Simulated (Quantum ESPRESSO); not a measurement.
The C K edge of atom 4 in Sc2CO (R-3m), with 6 Sc at 2.26 Å (octahedral, site symmetry -3m), was computed in 2 ways: excited-electron core hole (neutral cell) and no core hole. Program and functional: Quantum ESPRESSO XSpectra, PBEsol, Lorentzian half width 0.3 eV up to 4 eV, rising linearly to 2.5 eV at 25 eV; cells of 4 and 12 atoms (the run without a hole in the smaller).

Each run is counted from its own lowest empty level or Fermi level and scaled to a mean of 1 over its first 20 eV.

```
E (eV)  run 1  run 2
 -2.00   0.04   0.03
 -1.25   0.05   0.04
 -0.50   0.09   0.07
  0.25   0.28   0.19
  1.00   0.46   0.27
  1.75   0.72   0.37
  2.50   0.95   0.46
  3.25   1.48   0.61
  4.00   1.84   0.75
  4.75   2.02   1.04
  5.50   2.11   1.20
  6.25   1.48   1.56
  7.00   0.98   2.04
  7.75   0.81   1.61
  8.50   0.88   1.12
  9.25   0.98   0.96
 10.00   1.03   0.97
 10.75   1.21   1.01
 11.50   1.37   1.05
 12.25   1.26   1.25
 13.00   1.01   1.46
 13.75   0.82   1.46
 14.50   0.74   1.26
 15.25   0.75   1.06
 16.00   0.74   0.97
 16.75   0.69   0.95
 17.50   0.62   0.92
 18.25   0.57   0.85
 19.00   0.53   0.77
 19.75   0.51   0.70
 20.50   0.50   0.64
 21.25   0.50   0.60
 22.00   0.52   0.58
 22.75   0.55   0.57
 23.50   0.58   0.58
 24.25   0.63   0.60
 25.00   0.68   0.62
 25.75   0.74   0.66
 26.50   0.81   0.70
 27.25   0.87   0.76
 28.00   0.90   0.84
 28.75   0.88   0.92
 29.50   0.82   0.99
 30.25   0.73   1.02
 31.00   0.65   0.98
 31.75   0.59   0.90
```

**Question.** Which run is which?

Run 1: excited-electron core hole (neutral cell) (area from −2 to 6 eV 7.7, main maxima 4.0 eV (1.84), 5.1 eV (2.27) and 11.6 eV (1.37)). Run 2: no core hole (area from −2 to 6 eV 3.9, main maxima 7.0 eV (2.04) and 13.4 eV (1.49)). With each curve scaled to its own mean, the area from −2 to 6 eV with the hole is 7.7 against 3.9, and the centre of weight from −1 to 20 eV moves by -1.6 eV: the hole pulls the absorber's empty states down.

[Banner, clock and machine lines of the logs are left out without a mark of their own.]

[Logs are printed without paths, hosts, clocks, repeated set-up lines and the standing remarks that a program may print on its own settings, such as how far it seeks lower states.]

[Hosts, paths, dates, database ids (printed as entryN), source tags and the programs' standing remarks are cut or masked in the printed files.]

[Lists of maxima count a maximum above −3 eV only where it reaches 4 % of the highest in the window and stands out from its surroundings by 2 % of it (1.5 % where it reaches 55 %); shoulders and weaker maxima are passed over, and of the rest the first, up to two pre-edge ones and the few strongest are named.]
